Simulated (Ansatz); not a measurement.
# CrOBr (Pmmn): how robust is the cRPA U?

Wanted: the sensitivity and cost of U and J for CrOBr (Pmmn).

Program: Ansatz 0.2.0. Level of theory: constrained RPA on PBEsol, plane waves, PAW. Results are calculated unless marked as measured.

## (1) Set-up

It takes space group Pmmn (No. 59, orthorhombic). The conventional cell has a = 3.232 Å, b = 3.863 Å, c = 8.360 Å, α = 90.00°, β = 90.00°, γ = 90.00°. Nearest to Cr lie 4 O at 1.98 to 2.01 Å and 2 Br at 2.44 Å. Nearest to Br lie 2 Cr at 2.44 Å. O has 4 Cr at 1.98 to 2.01 Å nearest. Farther neighbours and most contacts between anions are not listed.

The cell and positions come from the Crystallography Open Database and are kept as given unless a step says otherwise. The program's search for lower electronic states was switched off, so nothing shows that the state found is the lowest. The default PAW set here is soft_2. Its files were made with PBE.

## (2) Base: Cr d, bands v3 to c7, 6×4×2 mesh, medium accuracy

Constrained RPA screens the interaction with every transition except those inside the target bands, which a later many-body model would treat itself.

The input, input.yaml:

```yaml
crystal:
  lattice:
    - [0.0, 0.0, 3.232]
    - [0.0, -3.863, 0.0]
    - [8.36, 0.0, 0.0]
  atoms:
    - { symbol: Cr, position: [0.5, 0.5, 0.102] }
    - { symbol: Cr, position: [0.0, 0.0, 0.898] }
    - { symbol: Br, position: [0.0, 0.5, 0.32] }
    - { symbol: Br, position: [0.5, 0.0, 0.68] }
    - { symbol: O, position: [0.0, 0.5, 0.965] }
    - { symbol: O, position: [0.5, 0.0, 0.035] }
kpoints:
  mp_grid: { grid: [8, 6, 4] }
hamiltonian:
  xc: pbesol
scf:
  occupations: { method: gaussian, width: 0.08 }
  n_extra_bands: 24
  max_iter: 150
  lower_state_search: "off"
output:
  crpa:
    kmesh: [6, 4, 2]
    target_bands: [v3, c7]
    projections: [{ species: Cr, l: d, shell: 3 }]
  local_orbitals:
    kmesh: [12, 8, 4]
    orbitals: [{ species: Cr, l: d, shell: 3 }]
    window: { bands: [v3, c7] }
    seedname: lo
```

Launch:

```sh
ansatz run input.yaml --threads 4 --pin off --max-ram 9216MiB --backend cpu --events-out ev --progress --plain --runs-dir out
```

Numbers of over 12 decimals in the logs are rounded to 6 here.

Log:

```text
scf.n_extra_bands = 24 over 27 filled bands (N_el = 54.0): the run solves 51 bands
Engine: ansatz 0.2.0, x86_64-unknown-linux-gnu
Pseudopotentials: kind: paw
Pseudopotential: Cr, paw, valence charge 14, recommended cutoff 420 eV (normal), Cr.paw.azcp
Pseudopotential: Br, paw, valence charge 7, recommended cutoff 420 eV (normal), Br.paw.azcp
Pseudopotential: O, paw, valence charge 6, recommended cutoff 420 eV (normal), O.paw.azcp
Functional definition: PBEsol
  exchange = pbesol_x
  correlation = pbesol_c
Crystal: 6 atoms, lattice volume = 104.376 Å³
Basis set: ecut = 420 eV, 2061 PW (Γ)
Bands: 51, of which v1, the nominal top of the filled ones, is band 27 counted from 1 (26 counted from 0)
Symmetry: 8 space group operations
Space group: Pmmn (ITA 59), of the structure as read, at distance tolerance 4.7e-5 Å
k-points: 60 of 192
Non-local potential: Cr, projectors of the file, l = 0: 3, l = 1: 2, l = 2: 3, l = 3: 1
Non-local potential: Br, projectors of the file, l = 0: 2, l = 1: 2, l = 2: 2
Non-local potential: O, projectors of the file, l = 0: 2, l = 1: 2, l = 2: 1
PAW form: soft (Blöchl's): semilocal exchange-correlation on the pseudo side does not see the compensation charge
PAW frozen core: Cr, regenerated for the run's functional, and the local potential with it (the file was generated under x = pbe(κ = 0.804, μ = 0.219515), c = pbe(β = 0.066725))
PAW frozen core: Br, regenerated for the run's functional, and the local potential with it (the file was generated under x = pbe(κ = 0.804, μ = 0.219515), c = pbe(β = 0.066725))
PAW frozen core: O, regenerated for the run's functional, and the local potential with it (the file was generated under x = pbe(κ = 0.804, μ = 0.219515), c = pbe(β = 0.066725))
PAW one-centre angular grid: Cr, 590 points (default); XC on 64 Gauss nodes
PAW one-centre angular grid: Br, 110 points (default); XC on 64 Gauss nodes
PAW one-centre angular grid: O, 110 points (default); XC on 64 Gauss nodes
Initial density: superposition of atomic densities (neutral atoms: chi_scale 0, normalization atom), corrected by the library's trained network
Initial wavefunctions: pseudopotential atomic-orbital guess
Functional: x = pbesol(κ = 0.804, μ = 0.123457), c = pbesol(β = 0.046)
SCF iter   1: F=—  HF=-13293.393872 eV  |F-HF|=—  |Δ(HF+E_count)|=         —  Δρ=9.64e-3  dr2=6.51e-2  ethr=1.77e-3  ⟨swp⟩=6.3  Hψ=13944  notcnv=0  defer=508
preconditioner: auto → LDOS  [metal: Δε(μ)=0.005 eV  Ē_g=14.835 eV  σ=0.080 eV  W_gap=0.04  n_scr=22 (ndim 8)  ℏωp=22.4 eV  f_vac=0.098  D(μ)=19.73/eV (n_scr^D=346)  β→1.0]
SCF iter   2: F=—  HF=-13293.389857 eV  |F-HF|=—  |Δ(HF+E_count)|=   4.02e-3  Δρ=7.34e-3  dr2=2.69e-2  ethr=1.21e-4  ⟨swp⟩=2.0  Hψ=5465  notcnv=0  defer=1015
[...]
cRPA screening: q 3/48
cRPA screening: q 5/48 (q-point 4)
cRPA screening: q 7/48 (q-point 5)
cRPA screening: q 8/48 (q-point 6)
cRPA screening: q 9/48
cRPA screening: q 11/48 (q-point 10)
cRPA screening: q 13/48 (q-point 11)
cRPA screening: q 15/48 (q-point 12)
cRPA screening: q 17/48 (q-point 13)
cRPA screening: q 19/48 (q-point 14)
[...]
cRPA screening: q 43/48 (q-point 27)
cRPA screening: q 45/48 (q-point 28)
cRPA screening: q 47/48 (q-point 29)
cRPA screening: q 48/48 (q-point 30)
SCF converged after 11 iterations
Free energy (F): -13293.382887 eV
Harris-Foulkes:  -13293.382887 eV  (|F-HF|=7.86e-9)
Internal energy: -13293.319983 eV  (E = F + TS)
E sigma→0 (E₀):  -13293.351435 eV
Entropy (-TS):   -0.062904 eV (-10.484 meV/atom)
Fermi energy:    7.782522 eV
--- Per-component energies (eV) ---
  E_band       = -651.377196
  E_kinetic    = 1295.952637
  E_local      = -8774.318845  (includes V_loc(G=0)·N_el)
  E_nonlocal   = 400.656441
  E_hartree    = 3869.836586
  E_xc         = -941.676437
  E_vxc        = -744.246789  (∫ρ·V_xc dr)
  E_paw        = -7043.486615  (= ΣΔE_a)
  E_vpaw       = -569.092383  (= ΣTr[D̂ρ^β])
  E_aug_tail   = 0.005614  (compensation charges beyond the density's cutoff)
  E_ewald      = -2100.864479
  E_core_change = 0.575115  (= ΣΔE_core)
  E_smearing   = -0.062904  (= −TS)
  E_closure    = 0.000000  (closes the sum)
  Σ components = -13293.382887   (vs F -13293.382887, Δ=0.00e0)
--- Band table (eV; the first three rows and the last of 60) ---
  k-point 0: bands = [... 23 lower, 5.7638, 6.8252, 7.3617, 7.6667, 7.7595, 8.3315, 8.7035, 8.9632, ... 20 higher]
  k-point 1: bands = [... 23 lower, 5.7111, 6.8253, 7.3618, 7.6728, 7.7595, 8.2754, 8.7588, 8.9226, ... 20 higher]
  k-point 2: bands = [... 23 lower, 5.6405, 6.8253, 7.3619, 7.6787, 7.7594, 8.2297, 8.8037, 8.8911, ... 20 higher]
  k-point 59: bands = [... 23 lower, 4.3653, 7.3675, 7.3675, 7.6871, 7.6871, 8.1117, 8.1117, 9.4994, ... 20 higher]
--- cRPA (band scheme, projected local orbitals): target bands 25..34 (1-based), 10 Wannier function(s), 6×4×2 mesh, 68 bands' worth read of 73 solved, ecut_chi 136.0 eV, v(q+G=0) probe_charge, pair densities all_electron ---
  χ-basis size per q: N_G = 364..392
  window electrons = 6.0000, filled by tetrahedron_uncorrected; constrained ε̄⁻¹(q = 0, 0) head = 0.234833; min gauge Gram eig = 0.5739
  Kanamori averages over each shell's own Wannier functions (sites counted from 0, functions from 1):
  Each shell's averages of U are screened by what lies outside the whole window alone: parameters of one model of all the shells.
    Site 0, 3D, 5 of 5 d orbitals (Wannier functions 1, 2, 3, 4, 5; wannier90's mr 1, 2, 3, 4, 5):
      screened: U = 3.8639 eV, U' = 2.9849 eV, J = 0.4289 eV
      screened, to within: U = 8.0e-3 eV, U' = 8.0e-3 eV, J = 5.7e-4 eV
      bare: V = 17.0389 eV, V' = 15.8638 eV, J = 0.5634 eV
    Site 1, 3D, 5 of 5 d orbitals (Wannier functions 6, 7, 8, 9, 10; wannier90's mr 1, 2, 3, 4, 5):
      screened: U = 3.8639 eV, U' = 2.9849 eV, J = 0.4289 eV
      screened, to within: U = 8.0e-3 eV, U' = 8.0e-3 eV, J = 5.7e-4 eV
      bare: V = 17.0389 eV, V' = 15.8638 eV, J = 0.5634 eV
  Hermiticity witness max|P − P†| over intra, direct and exchange elements: 1.07e-14 eV (screened), 5.73e-17 eV (bare)
  Reality witness max|Im| over intra, direct and exchange elements: 2.20e-8 eV (screened), 3.06e-12 eV (bare)
```

Elapsed: 14 min, on 4 threads of Intel Xeon Platinum 8259CL at 2.50GHz (Skylake/Cascade Lake), shared host; peak memory 0.95 GiB; 54 min of CPU time.

Numbers from this step:

```yaml
u: 3.864 eV
u_prime_inter_orbital: 2.985 eV
j: 0.4289 eV
bare_v: 17.04 eV
bare_j: 0.5634 eV
stated_bound_on_u: 0.007911 eV
u_over_bare_v: 0.2268
electrons_in_the_window: 6.000
head_of_the_constrained_inverse_dielectric_matrix: 0.2348
least_eigenvalue_of_the_projection_s_overlap: 0.5739
target_functions: 10
bands_in_the_sums: 68
r_m_s_miss_of_the_model_bands: 3.53e-4 eV
width_of_the_target_bands: 3.452 eV
weight_of_the_projected_orbitals_in_the_window: 0.7758
```

On the Cr d shell, screening brings the on-site interaction from 17.0 eV down to U = 3.86 eV.

## (3) Changed: 2×2×2 mesh

input.yaml: that of step 2 with these lines changed.

```diff
@@ -23,9 +23,4 @@
   crpa:
-    kmesh: [6, 4, 2]
+    kmesh: [2, 2, 2]
     target_bands: [v3, c7]
     projections: [{ species: Cr, l: d, shell: 3 }]
-  local_orbitals:
-    kmesh: [12, 8, 4]
-    orbitals: [{ species: Cr, l: d, shell: 3 }]
-    window: { bands: [v3, c7] }
-    seedname: lo
```

Log:

```text
[...]
Crystal: 6 atoms, lattice volume = 104.376 Å³
Basis set: ecut = 420 eV, 2061 PW (Γ)
Bands: 51, of which v1, the nominal top of the filled ones, is band 27 counted from 1 (26 counted from 0)
[... 1 set-up line as in the run before ...]
[...]
k-points: 60 of 192
[...]
SCF iter   1: F=—  HF=-13293.393872 eV  |F-HF|=—  |Δ(HF+E_count)|=         —  Δρ=9.64e-3  dr2=6.51e-2  ethr=1.77e-3  ⟨swp⟩=6.3  Hψ=13944  notcnv=0  defer=508
[...]
SCF iter  11: F=-13293.382887 eV  HF=-13293.382887 eV  |F-HF|=7.86e-9  |Δ(HF+E_count)|=   6.58e-9  Δρ=2.47e-6  dr2=1.12e-8  ethr=1.85e-10  ⟨swp⟩=11.1  Hψ=14204  notcnv=0
SCF 1 converged in 11 iterations: F = -13293.382887 eV  dr2 = 1.12e-8
[...]
NSCF: frozen V_eff on 8 k-points
cRPA screening: q 1/8
cRPA screening: q 2/8
cRPA screening: q 3/8
cRPA screening: q 4/8
cRPA screening: q 5/8
cRPA screening: q 6/8
cRPA screening: q 7/8
cRPA screening: q 8/8
SCF converged after 11 iterations
Free energy (F): -13293.382887 eV
[...]
Internal energy: -13293.319983 eV  (E = F + TS)
E sigma→0 (E₀):  -13293.351435 eV
Entropy (-TS):   -0.062904 eV (-10.484 meV/atom)
Fermi energy:    7.782522 eV
[...]
--- Band table (eV; the first three rows and the last of 60) ---
  k-point 0: bands = [... 23 lower, 5.7638, 6.8252, 7.3617, 7.6667, 7.7595, 8.3315, 8.7035, 8.9632, ... 20 higher]
  k-point 1: bands = [... 23 lower, 5.7111, 6.8253, 7.3618, 7.6728, 7.7595, 8.2754, 8.7588, 8.9226, ... 20 higher]
  k-point 2: bands = [... 23 lower, 5.6405, 6.8253, 7.3619, 7.6787, 7.7594, 8.2297, 8.8037, 8.8911, ... 20 higher]
  k-point 59: bands = [... 23 lower, 4.3653, 7.3675, 7.3675, 7.6871, 7.6871, 8.1117, 8.1117, 9.4994, ... 20 higher]
[...]
χ-basis size per q: N_G = 364..392
[...]
screened: U = 3.8754 eV, U' = 2.9852 eV, J = 0.4240 eV
      screened, to within: U = 9.6e-3 eV, U' = 9.6e-3 eV, J = 5.8e-4 eV
      bare: V = 17.1256 eV, V' = 15.9288 eV, J = 0.5582 eV
[...]
screened: U = 3.8754 eV, U' = 2.9852 eV, J = 0.4240 eV
      screened, to within: U = 9.6e-3 eV, U' = 9.6e-3 eV, J = 5.8e-4 eV
      bare: V = 17.1256 eV, V' = 15.9288 eV, J = 0.5582 eV
[...]
```

It took 67 s on 4 threads; peak memory 0.81 GiB.

This step gave:

| Property | Result |
| --- | --- |
| U | 3.875 eV |
| U prime (inter-orbital) | 2.985 eV |
| J | 0.4240 eV |
| bare V | 17.13 eV |
| bare J | 0.5582 eV |
| stated bound on U | 0.009546 eV |
| U over bare V | 0.2263 |
| electrons in the window | 6.000 |
| head of the constrained inverse dielectric matrix | 0.2127 |
| least eigenvalue of the projection's overlap | 0.5739 |
| target functions | 10 |
| bands in the sums | 68 |
| width of the target bands | 3.452 eV |
| weight of the projected orbitals in the window | 0.7758 |

On the Cr d shell, screening brings the on-site interaction from 17.1 eV down to U = 3.88 eV.

## (4) Changed: sums over states

input.yaml: that of step 3 with these lines changed.

```diff
@@ -23,4 +23,7 @@
   crpa:
-    kmesh: [2, 2, 2]
+    kmesh: [6, 4, 2]
     target_bands: [v3, c7]
     projections: [{ species: Cr, l: d, shell: 3 }]
+    accuracy: sum_over_states
+    n_empty_bands: 54
+    ecut_chi: 70
```

Log:

```text
[...]
Crystal: 6 atoms, lattice volume = 104.376 Å³
Basis set: ecut = 420 eV, 2061 PW (Γ)
Bands: 51, of which v1, the nominal top of the filled ones, is band 27 counted from 1 (26 counted from 0)
[... 1 set-up line as in the run before ...]
[...]
k-points: 60 of 192
[...]
χ-basis size per q: N_G = 128..148
[...]
U and J over all bands: no bound (output.crpa.accuracy: sum_over_states); those below are of the sums over the bands read on the sphere of ecut_chi, with what the atoms add
[...]
screened: U = 4.0454 eV, U' = 3.0798 eV, J = 0.4755 eV
      bare: V = 17.0389 eV, V' = 15.8638 eV, J = 0.5634 eV
[...]
screened: U = 4.0454 eV, U' = 3.0798 eV, J = 0.4755 eV
      bare: V = 17.0389 eV, V' = 15.8638 eV, J = 0.5634 eV
[...]
[key lines of the parts left out:]
SCF converged after 11 iterations
Free energy (F): -13293.382887 eV
Fermi energy:    7.782522 eV
```

Run time: 52 s. Hardware: 4 threads; peak memory 0.78 GiB; 3.2 min of CPU time.

This variant gives U = 4.05 eV against 3.86 eV. It is a finite sum over empty states with no bound on its error and stays out of the table below.

## (5) Side by side

Times are wall times on 4 threads of Intel Xeon Platinum 8259CL at 2.50GHz (Skylake/Cascade Lake), shared host, good to a factor of about two.

```tsv
run	bare V (eV)	U (eV)	J (eV)	bound on U (eV)	width (eV)	time
target window	17.04	3.864	0.429	0.0079	3.45	14 min
2×2×2 mesh	17.13	3.875	0.424	0.0095	3.45	67 s
```

## (6) Outcome

```yaml
target_window: U 3.86 eV, J 0.43 eV
2x2x2_mesh: U 3.88 eV, J 0.42 eV
```

2×2×2 mesh moves U by +0.01 eV (within the solver's bounds, for the mean over orbitals) at 0.079 times the time. The printed bound covers the solver alone, not the mesh, and no denser mesh than the base was run. The parent state is non-magnetic and the interaction static (zero frequency); U depends on the window and the orbitals, so it belongs to this model alone.

[Paths, hosts, dates, memory and timing lines, banners, echoed tables and standing remarks are left out of the program output.]

[Logs are printed without paths, hosts, clocks, repeated set-up lines and the standing remarks that a program may print on its own settings, such as how far it seeks lower states.]

[Runs of the session that timed out or met a known fault of the program may be left out.]

[Hosts, paths, dates, database ids (printed as entryN), source tags and the programs' standing remarks are cut or masked in the printed files.]
